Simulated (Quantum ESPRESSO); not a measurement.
Two runs for the O K edge of atom 4 in Pb2ClO2 (I4/mmm). Run A: Quantum ESPRESSO XSpectra, PBEsol, excited-electron core hole (neutral cell), 10-atom cell with 5.5 Å between holes, 6×6×6 k points, dipole transitions, Lorentzian half width 0.4 eV, without spin-orbit coupling. Run B differs in one choice.

Energy from the energy zero of the input (xe0, at the border of filled and empty states); intensity scaled to a mean of 1 over the first 20 eV:

```csv
E (eV),A,B
-2.0,0.04,0.03
-1.5,0.05,0.04
-1.0,0.07,0.05
-0.5,0.12,0.10
0.0,0.20,0.28
0.5,0.18,0.16
1.0,0.12,0.10
1.5,0.13,0.10
2.0,0.16,0.13
2.5,0.24,0.19
3.0,0.45,0.39
3.5,0.99,1.01
4.0,1.52,1.60
4.5,2.04,2.13
5.0,2.56,2.63
5.5,2.67,2.67
6.0,2.40,2.36
6.5,1.94,1.91
7.0,1.43,1.48
7.5,1.12,1.16
8.0,0.78,0.90
8.5,0.63,0.74
9.0,0.48,0.64
9.5,0.43,0.59
10.0,0.48,0.60
10.5,0.47,0.62
11.0,0.52,0.67
11.5,0.68,0.74
12.0,0.78,0.83
12.5,1.04,0.89
13.0,1.04,0.92
13.5,0.91,0.92
14.0,0.83,0.92
14.5,0.85,0.93
15.0,0.89,0.96
15.5,0.94,1.00
16.0,1.02,1.06
16.5,1.26,1.11
17.0,1.52,1.14
17.5,1.56,1.14
18.0,1.39,1.11
18.5,1.28,1.05
19.0,1.03,0.99
19.5,0.83,0.93
20.0,0.70,0.88
20.5,0.60,0.84
21.0,0.59,0.82
21.5,0.72,0.82
22.0,0.81,0.81
22.5,0.78,0.81
23.0,0.77,0.82
23.5,0.78,0.82
24.0,0.81,0.82
24.5,0.85,0.82
25.0,0.87,0.82
25.5,0.83,0.83
26.0,0.76,0.83
26.5,0.75,0.83
27.0,0.75,0.84
27.5,0.76,0.85
28.0,0.81,0.86
28.5,0.95,0.88
29.0,0.98,0.90
29.5,1.06,0.91
30.0,1.16,0.92
30.5,1.11,0.92
31.0,1.03,0.92
31.5,0.97,0.92
32.0,0.98,0.91
```

Q: What was changed?
a) the broadening
b) the k mesh of the field
c) the size of the supercell
d) the plane-wave cutoff

(a): run B changes the broadening from Lorentzian half width 0.4 eV to Lorentzian half width 0.3 eV up to 4 eV, rising linearly to 2.5 eV at 25 eV. Against the first run the r.m.s. difference is 12 %. The highest intensity below 16 eV goes from 5.4 eV (2.73) to 5.2 eV (2.75). Other settings could leave a like mark; this is the one that was changed.

[Banner, clock and machine lines of the logs are left out without a mark of their own.]

[Logs are printed without paths, hosts, clocks, repeated set-up lines and the standing remarks that a program may print on its own settings, such as how far it seeks lower states.]

[Hosts, paths, dates, database ids (printed as entryN), source tags and the programs' standing remarks are cut or masked in the printed files.]

[Lists of maxima count a maximum above −3 eV only where it reaches 4 % of the highest in the window and stands out from its surroundings by 2 % of it (1.5 % where it reaches 55 %); shoulders and weaker maxima are passed over, and of the rest the first, up to two pre-edge ones and the few strongest are named.]
